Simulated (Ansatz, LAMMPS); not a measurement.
# Amorphous 65GeO2-35La2O3 (mol %) (96 atoms): geometry optimisation, part 3 of 3

Wanted: the relaxed structure of amorphous 65GeO2-35La2O3 (mol %) (96 atoms) and its electronic structure.

Ansatz 0.2.0; Kohn-Sham DFT, PBE, PAW (set soft_2), plane waves.

The cell: 17 Ge, 18 La and 61 O. The quench rate of 20 K/ps is many orders above laboratory rates. The starting topology of bonds comes from the classical model. Only the Γ point is sampled, in a cell whose shortest periodic width is 12 Å. Spin–orbit coupling is left out.

So far. Step 4 (Relaxation): The relaxation changed the energy by -61.4 meV/atom, and atoms moved by 0.54 Å r.m.s., 2.1 Å at most.

### Step 6. Single point at the relaxed geometry

The electronic structure is read at the final geometry, in a run of its own.

input.yaml reads:

```yaml
crystal:
  lattice:
    - [11.59409, 0.0, 0.0]
    - [0.0, 11.59409, 0.0]
    - [0.0, 0.0, 11.59409]
  atoms:
    - { symbol: Ge, position: [0.53871, 0.93807, 0.6726] }
    - { symbol: Ge, position: [0.56395, 0.84962, 0.12353] }
    - { symbol: Ge, position: [0.86281, 0.46916, 0.72983] }
    - { symbol: Ge, position: [0.99858, 0.56543, 0.31437] }
    - { symbol: Ge, position: [0.58427, 0.38651, 0.15826] }
    - { symbol: Ge, position: [0.01838, 0.11999, 0.18747] }
    - { symbol: Ge, position: [0.72058, 0.57482, 0.95644] }
    - { symbol: Ge, position: [0.19931, 0.3603, 0.4852] }
    - { symbol: Ge, position: [0.1789, 0.96902, 0.04124] }
    - { symbol: Ge, position: [0.51347, 0.73608, 0.87088] }
    - { symbol: Ge, position: [0.04939, 0.54121, 0.8981] }
    - { symbol: Ge, position: [0.96309, 0.18794, 0.72311] }
    - { symbol: Ge, position: [0.75039, 0.14758, 0.92119] }
    - { symbol: Ge, position: [0.5586, 0.1802, 0.50861] }
    - { symbol: Ge, position: [0.14436, 0.88858, 0.74986] }
    - { symbol: Ge, position: [0.49081, 0.6258, 0.31017] }
    - { symbol: Ge, position: [0.22406, 0.46471, 0.21278] }
    - { symbol: La, position: [0.85787, 0.3369, 0.46954] }
    - { symbol: La, position: [0.12379, 0.04168, 0.46971] }
    - { symbol: La, position: [0.87285, 0.37707, 0.12142] }
    - { symbol: La, position: [0.19459, 0.76528, 0.31346] }
    - { symbol: La, position: [0.81265, 0.97647, 0.49671] }
    - { symbol: La, position: [0.89206, 0.76162, 0.08368] }
    - { symbol: La, position: [0.33039, 0.15993, 0.68331] }
    - { symbol: La, position: [0.99329, 0.72017, 0.58687] }
    - { symbol: La, position: [0.25699, 0.69337, 0.98836] }
    - { symbol: La, position: [0.65506, 0.65848, 0.58386] }
    - { symbol: La, position: [0.33151, 0.20532, 0.25385] }
    - { symbol: La, position: [0.48248, 0.09467, 0.95781] }
    - { symbol: La, position: [0.4751, 0.91343, 0.39254] }
    - { symbol: La, position: [0.67931, 0.12579, 0.24132] }
    - { symbol: La, position: [0.79572, 0.88712, 0.80116] }
    - { symbol: La, position: [0.53532, 0.38672, 0.79642] }
    - { symbol: La, position: [0.17451, 0.29404, 0.95019] }
    - { symbol: La, position: [0.33887, 0.6269, 0.61846] }
    - { symbol: O, position: [0.89736, 0.12011, 0.28213] }
    - { symbol: O, position: [0.4844, 0.04952, 0.5598] }
    - { symbol: O, position: [0.8841, 0.32155, 0.69239] }
    - { symbol: O, position: [0.26785, 0.09293, 0.03667] }
    - { symbol: O, position: [0.98499, 0.5602, 0.75493] }
    - { symbol: O, position: [0.48142, 0.83071, 0.99122] }
    - { symbol: O, position: [0.99067, 0.70037, 0.24189] }
    - { symbol: O, position: [0.98085, 0.41358, 0.94199] }
    - { symbol: O, position: [0.05002, 0.3457, 0.46893] }
    - { symbol: O, position: [0.69897, 0.33666, 0.24871] }
    - { symbol: O, position: [0.68688, 0.00899, 0.93812] }
    - { symbol: O, position: [0.87277, 0.11427, 0.82762] }
    - { symbol: O, position: [0.56795, 0.60618, 0.93112] }
    - { symbol: O, position: [0.37552, 0.69905, 0.82271] }
    - { symbol: O, position: [0.04961, 0.67586, 0.96885] }
    - { symbol: O, position: [0.26212, 0.60707, 0.17935] }
    - { symbol: O, position: [0.67021, 0.96577, 0.3685] }
    - { symbol: O, position: [0.27189, 0.35489, 0.12054] }
    - { symbol: O, position: [0.49029, 0.49642, 0.22256] }
    - { symbol: O, position: [0.25468, 0.44807, 0.59386] }
    - { symbol: O, position: [0.81756, 0.51634, 0.59149] }
    - { symbol: O, position: [0.87457, 0.48193, 0.32978] }
    - { symbol: O, position: [0.08724, 0.61177, 0.43109] }
    - { symbol: O, position: [0.37003, 0.66176, 0.40093] }
    - { symbol: O, position: [0.06934, 0.46727, 0.21337] }
    - { symbol: O, position: [0.03063, 0.99272, 0.08847] }
    - { symbol: O, position: [0.22115, 0.8486, 0.12417] }
    - { symbol: O, position: [0.4496, 0.00464, 0.78031] }
    - { symbol: O, position: [0.49689, 0.82177, 0.57496] }
    - { symbol: O, position: [0.51235, 0.54801, 0.67227] }
    - { symbol: O, position: [0.26912, 0.39486, 0.34533] }
    - { symbol: O, position: [0.70816, 0.18773, 0.47556] }
    - { symbol: O, position: [0.48208, 0.76192, 0.22565] }
    - { symbol: O, position: [0.14607, 0.11297, 0.27298] }
    - { symbol: O, position: [0.61303, 0.63789, 0.39615] }
    - { symbol: O, position: [0.03224, 0.23966, 0.09583] }
    - { symbol: O, position: [0.63128, 0.22378, 0.86294] }
    - { symbol: O, position: [0.18933, 0.89398, 0.90122] }
    - { symbol: O, position: [0.20129, 0.00135, 0.66546] }
    - { symbol: O, position: [0.60045, 0.80622, 0.76893] }
    - { symbol: O, position: [0.50925, 0.27578, 0.61665] }
    - { symbol: O, position: [0.70936, 0.82077, 0.12681] }
    - { symbol: O, position: [0.1984, 0.50511, 0.90119] }
    [... 12 atom lines left out ...]
    - { symbol: O, position: [0.27536, 0.92665, 0.39025] }
    - { symbol: O, position: [0.80916, 0.79132, 0.60205] }
    - { symbol: O, position: [0.82191, 0.57092, 0.07328] }
    - { symbol: O, position: [0.012, 0.87935, 0.46223] }
    - { symbol: O, position: [0.94878, 0.12309, 0.58563] }
    - { symbol: O, position: [0.18054, 0.75456, 0.68126] }
kpoints:
  mp_grid: { grid: [1, 1, 1] }
hamiltonian:
  xc: pbe
scf:
  occupations: { method: fixed }
output:
  forces: true
  stress: true
  populations: true
  dos:
    method: { smearing: { sigma: 0.15 } }
    de: 0.1
    projected: { site_lists: { Ge: [Ge], La: [La], O: [O] } }
  eigenvalues: true
  write_density: true
  write_potential: true
  volumetric_format: npy
  elf: true
```

Command:

```sh
$ ansatz run input.yaml --threads 4 --pin off --max-ram 8192MiB --backend cpu --events-out ev --progress --plain --runs-dir out
```

Numbers of over 12 decimals in the logs are rounded to 6 here.

Output:

```text
[...]
Crystal: 96 atoms, lattice volume = 1558.511 Å³
Basis set: ecut = 420 eV, 30551 PW (Γ), exchange–correlation on 160×160×160 points (8 copies of the dense FFT grid, shifted against one another)
Bands: 497, of which v1, the nominal top of the filled ones, is band 401 counted from 1 (400 counted from 0)
Symmetry: 1 space group operations
[...]
k-points: 1
[...]
SCF iter   1: F=—  HF=-220216.884249 eV  |F-HF|=—  |Δ(HF+E_count)|=         —  Δρ=2.98e-3  dr2=1.53e-1  ethr=1.77e-3  ⟨swp⟩=4.0  Hψ=1661  notcnv=0  defer=93
[...]
SCF iter  10: F=-220216.885197 eV  HF=-220216.885197 eV  |F-HF|=1.65e-8  |Δ(HF+E_count)|=   1.51e-7  Δρ=1.93e-6  dr2=6.29e-8  ethr=1.25e-11  ⟨swp⟩=21.0  Hψ=4590  notcnv=0
SCF 1 converged in 10 iterations: F = -220216.885197 eV  dr2 = 6.29e-8
[...]
SCF converged after 10 iterations
Free energy (F): -220216.885197 eV
[...]
Internal energy: -220216.885197 eV  (E = F + TS)
E sigma→0 (E₀):  -220216.885197 eV
Fermi energy:    6.250363 eV
[...]
--- Forces (eV/Å), atoms counted from 1 ---
  atom   1  Ge     0.00455154     0.00342051    -0.00769742
  atom   2  Ge    -0.01118599     0.00988511    -0.00240072
  atom   3  Ge     0.00585394    -0.01694262    -0.00737463
  atom   4  Ge     0.00845061     0.01086289     0.02760786
  atom   5  Ge    -0.00453412    -0.02362092    -0.00331070
  atom   6  Ge     0.01063500    -0.00777344    -0.00246651
  atom   7  Ge     0.00303959    -0.01295720     0.00923865
  atom   8  Ge    -0.00467380    -0.01278391     0.00255742
  atom   9  Ge    -0.00448873     0.00123223     0.00001490
  atom  10  Ge    -0.01724361     0.00079617     0.00435865
  atom  11  Ge    -0.00577884     0.00127747    -0.00799077
  atom  12  Ge    -0.00956047     0.00558400    -0.01043797
  atom  13  Ge    -0.00564511     0.01024379     0.01114142
  atom  14  Ge    -0.02402719    -0.00736751    -0.00756155
[...]
atom  95  O     -0.00069268     0.00803701     0.00139302
  atom  96  O     -0.00013827    -0.00156224     0.00000323
  max |Σ_I F_I| component: 8.76e-5 eV/Å
--- Stress (GPa, compression-positive) ---
       -0.801874      -0.271009       1.384771
       -0.271009      -1.906583      -0.630017
        1.384771      -0.630017      -0.466609
  P = ⅓ Tr σ = -1.0584 GPa (-10.584 kbar)
--- Band table (eV) ---
[...]
--- Löwdin populations: 96 sites ---
  site symbol       q [e]
     0     Ge     12.5461
     1     Ge     12.5317
     2     Ge     12.5049
[...]
95      O      6.6856
  spilling = 0.003894 (of n_electrons = 802.000000)
```

Elapsed: 36 s, on 4 threads of Arm Neoverse V2, shared host; peak memory 2.4 GiB.

Read from the output:

```
free energy                                      : -220216.8852 eV
free energy per atom                             : -2293.9259 eV/atom
SCF cycles                                       : 10
pressure                                         : -1.058 GPa
r.m.s. force component                           : 0.00865 eV/Å
longest force                                    : 0.04845 eV/Å
Fermi energy                                     : 6.25 eV
gap (highest filled to lowest empty level) : 3.076 eV
spilling of the projection                       : 0.003894
```

Löwdin charges by element and coordination (they lack the spilled electrons, 0.033 e an atom on average):

```tsv
element	coordination	atoms	mean charge (e)	spread	least	most
Ge	all	17	1.47	0.0171	1.44	1.50
Ge	4	15	1.47	0.0177	1.44	1.50
Ge	5	2	1.46	0.003	1.45	1.46
La	all	18	1.08	0.0539	1.00	1.17
La	6	4	1.07	0.0492	1.01	1.13
La	7	10	1.09	0.0588	1.00	1.17
La	8	4	1.07	0.038	1.01	1.12
O	all	61	-0.677	0.0445	-0.746	-0.541
O	2	5	-0.693	0.0232	-0.736	-0.670
O	3	38	-0.676	0.0457	-0.746	-0.541
O	4	18	-0.675	0.0456	-0.725	-0.555
```

States in the cell by windows of 1 eV, zero at the Fermi level; the larger projections on atomic orbitals stand beside the total:

```tsv
from (eV)	to (eV)	total	O p	La d	Ge p
-10	-9	0.0	0.0	0.0	0.0
-9	-8	3.1	1.7	0.0	0.1
-8	-7	10.5	5.6	0.2	0.4
-7	-6	11.2	6.1	0.2	0.6
-6	-5	9.3	5.1	0.3	0.4
-5	-4	24.6	17.0	1.2	4.2
-4	-3	47.7	34.9	2.9	6.6
-3	-2	52.9	42.9	3.9	2.7
-2	-1	105.4	91.1	7.9	1.0
-1	0	97.6	88.0	3.7	0.5
0	1	3.6	3.2	0.1	0.0
1	2	0.0	0.0	0.0	0.0
2	3	0.3	0.0	0.0	0.0
3	4	5.1	1.0	0.4	0.3
```

With fixed occupations the program's Fermi level is the highest filled level; weight inside the gap is the broadening of levels at its edges.

Between -26 and -10 eV lie 400 more states.

The stored curve holds about 766 of the 802 electrons; the rest, give or take the few that broadening carries across the Fermi level, lie in deeper levels below its range.

The levels nearest the highest filled one (over half full), pooled over k-points and spins:

```tsv
level less the highest filled one (eV)	occupation
-0.162	2
-0.153	2
-0.104	2
-0.103	2
-0.083	2
0	2
3.08	0
3.81	0
3.89	0
4.20	0
4.24	0
4.27	0
```

Electrostatic potential energy in the bc plane at fractional x = 0.497, with atoms of Ge and La and O within 0.2 Å of it. With pseudopotentials it is smooth inside the atoms' cores, unlike the true potential.

Ten even steps from '0' (-37 eV) to '9' (13 eV), each cell a mean:
```
501301689999999999999998872017998
510102689999888999998874345679998
853236899987667899999741013799999
888788999863113689999842114799999
579999999850000479999875457899997
479999999852001589999998889998875
789999999886446786579999999986445
689999998788888961028999999974223
789999972038999984258999998675334
523688861038999999999999972017777
300376567789999999999999972027998
744764357999999999999999998778888
899875568999999999999999999864357
789976689999999999999999998620003
689820169999999999876678998511201
789830169999999998631136898730014
899987799999999998520025889876567
999999999999999523542246324888889
899999999999887100587786101788998
259999964588777535899999645777862
259999820058778899999999987545762
889899852379888999999999987556888
876668899999999999999999997668899
731014799999999999999999983017998
```
Columns run along b (11.6 Å; values clipped at the 3rd and 97th percentile), rows up along c (11.6 Å). Atoms in or near the plane, at fractional coordinates: Ge at (0.74, 0.87), Ge at (0.63, 0.31), La at (0.09, 0.96), O at (0.05, 0.56), O at (0.83, 0.99), O at (0.50, 0.22), O at (0.82, 0.57), O at (0.55, 0.67), O at (0.76, 0.23), O at (0.28, 0.62), O at (0.25, 0.13), O at (0.16, 0.37).

ELF in the bc plane at fractional x = 0.497, with atoms of Ge and La and O within 0.2 Å of it. It is the smooth field of the valence electrons, not physical close to the nuclei.

Values, 13 rows by 16 columns, each cell a mean:
```
0.78 0.34 0.71 0.25 0.03 0.02 0.05 0.02 0.35 0.72 0.46 0.20 0.55 0.71 0.63 0.13
0.40 0.58 0.46 0.08 0.08 0.46 0.70 0.41 0.16 0.39 0.27 0.09 0.13 0.23 0.09 0.20
0.78 0.41 0.04 0.04 0.18 0.77 0.67 0.70 0.13 0.11 0.11 0.19 0.22 0.18 0.14 0.67
0.52 0.27 0.03 0.18 0.27 0.45 0.61 0.39 0.68 0.69 0.25 0.05 0.10 0.15 0.21 0.40
0.40 0.37 0.11 0.64 0.70 0.64 0.11 0.44 0.74 0.74 0.32 0.11 0.50 0.57 0.31 0.19
0.72 0.71 0.31 0.47 0.69 0.70 0.15 0.16 0.46 0.32 0.06 0.23 0.77 0.63 0.50 0.34
0.54 0.46 0.25 0.26 0.25 0.17 0.03 0.01 0.03 0.03 0.03 0.06 0.34 0.47 0.43 0.35
0.27 0.36 0.65 0.64 0.28 0.02 0.00 0.01 0.07 0.16 0.15 0.09 0.06 0.66 0.53 0.72
0.21 0.54 0.69 0.76 0.34 0.02 0.09 0.30 0.27 0.16 0.11 0.20 0.21 0.48 0.71 0.74
0.28 0.12 0.26 0.21 0.14 0.08 0.33 0.75 0.67 0.31 0.18 0.62 0.72 0.45 0.16 0.29
0.78 0.33 0.15 0.67 0.70 0.41 0.26 0.66 0.75 0.42 0.18 0.68 0.69 0.40 0.31 0.75
0.67 0.23 0.19 0.73 0.70 0.53 0.17 0.19 0.26 0.08 0.02 0.14 0.24 0.26 0.27 0.63
0.44 0.68 0.59 0.28 0.41 0.16 0.05 0.03 0.06 0.26 0.16 0.12 0.61 0.67 0.49 0.10
```
Columns run along b (11.6 Å), rows up along c (11.6 Å). Atoms in or near the plane, at fractional coordinates: Ge at (0.74, 0.87), Ge at (0.63, 0.31), La at (0.09, 0.96), O at (0.05, 0.56), O at (0.83, 0.99), O at (0.50, 0.22), O at (0.82, 0.57), O at (0.55, 0.67), O at (0.76, 0.23), O at (0.28, 0.62), O at (0.25, 0.13), O at (0.16, 0.37).

Mean Löwdin charges: Ge +1.47, La +1.08, O -0.68 e (they miss 0.39 % of the electrons, so they add up to more than the cell's charge).

Local excerpt of 14 atoms (numbers count through the whole input) about Ge7, which has 5 bonded neighbours where the commonest count for Ge is 4; x, y, z are measured from there.

```tsv
atom	x	y	z	distance (Å)	bonds	Löwdin charge (e)
Ge7	0.00	0.00	0.00	0.00	5	1.46
O93	1.17	-0.05	1.35	1.79	3	-0.62
O48	-1.77	0.36	-0.29	1.83	3	-0.72
O84	0.73	1.58	-0.62	1.85	3	-0.68
O86	0.27	-1.08	-1.52	1.88	3	-0.71
O82	-0.80	-1.68	0.81	2.03	4	-0.73
Ge10	-2.40	1.87	-0.99	3.20	4	1.49
La23	1.99	2.17	1.48	3.29	6	1.10
Ge3	1.65	-1.23	-2.63	3.34	4	1.50
La20	1.77	-2.29	1.91	3.47	8	1.09
O77	-0.13	2.85	1.98	3.47	2	-0.68
O43	3.02	-1.87	-0.17	3.55	3	-0.70
Ge5	-1.58	-2.18	2.34	3.57	4	1.47
La33	-2.15	-2.18	-1.86	3.58	7	1.17
```

The column of bonds counts only the pairs O-La within 3.33 Å, O-Ge within 2.27 Å; other neighbours, such as metal atoms beside each other in a compound, aren't counted, and periodic images can show an atom twice.

### Step 7. Results

| Item | Value |
| --- | --- |
| energy change in the relaxation | -61.41 meV/atom |
| r.m.s. displacement | 0.541 Å |
| largest displacement | 2.133 Å |
| free energy per atom | -2293.9259 eV/atom |
| pressure | -1.058 GPa |
| r.m.s. force component | 0.00865 eV/Å |
| gap (highest filled to lowest empty level) | 3.076 eV |
| wall time of the 3 DFT runs | 12 min |

In words: Relaxation lowers the energy by 61.4 meV/atom and moves atoms by 0.54 Å r.m.s.; the r.m.s. force component goes from 0.66 to 0.0086 eV/Å, the pressure goes from 1.4 to -1.1 GPa, and the gap from 2.64 to 3.08 eV. By the final cutoffs 10 of 192 bonded pairs parted and 14 joined. First to last step the energy falls by 5.896 eV; the largest move, 2.13 Å, is that of O46. The O-Ge bonds change most in mean length: from 1.782 Å (spread 0.071) to 1.802 Å (spread 0.055), and their number from 72 to 70. With the cutoffs above, 88 % of Ge atoms have 4, 56 % of La atoms have 7 and 62 % of O atoms have 3 bonded neighbours. Counting bonds to Ge alone, not to La, 25 % of the oxygens join two of these atoms and 66 % one; 10 % join none. Between filled and empty levels lie 3.08 eV (at Γ alone); a semilocal functional tends to put such gaps too low. In a disordered cell it changes from sample to sample, and tail or defect levels can set it.

What to keep in mind: The network of bonds at the start is that of the classical potential that made the cell; in DFT 10 of its 192 bonded pairs passed out of the cutoffs and 14 came within them.

[Logs are printed without paths, hosts, clocks, repeated set-up lines and the standing remarks that a program may print on its own settings, such as how far it seeks lower states.]

[Hosts, paths, dates, database ids (printed as entryN), source tags and the programs' standing remarks are cut or masked in the printed files.]
